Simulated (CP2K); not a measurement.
Two runs for the C K edge of acetylene. Run A: CP2K XAS_TDP, all-electron GAPW, PBEh(45%), aug-cc-pVTZ, TDA, no relativity. Run B differs in one setting.

First lines with a strength over 0.0015. A:

```
                           atom  energy (eV)  states  strength, one atom
C1 (bonded to C and H), 2 alike       281.55       2              0.1011
                                      284.08       1              0.0073
                                      284.67       1              0.0015
                                      285.48       2              0.0101
                                      285.49       1              0.0068
```

B:

```
                           atom  energy (eV)  states  strength, one atom
C1 (bonded to C and H), 2 alike       286.25       2              0.0994
                                      288.78       1              0.0072
                                      289.37       1              0.0015
                                      290.18       2              0.0100
                                      290.19       1              0.0067
```

Which was it: the functional, scalar relativity switched on, GW2X switched on, the basis?

GW2X switched on. GW2X shifts an atom's lines together and keeps their spacings. Against PBEh(45%) in aug-cc-pVTZ, the leading line moves by +4.70 eV, to 286.25 eV.

[Banner, clock and machine lines of the logs are left out without a mark of their own.]

[Logs are printed without paths, hosts, clocks, repeated set-up lines and the standing remarks that a program may print on its own settings, such as how far it seeks lower states.]

[Hosts, paths, dates, database ids (printed as entryN), source tags and the programs' standing remarks are cut or masked in the printed files.]
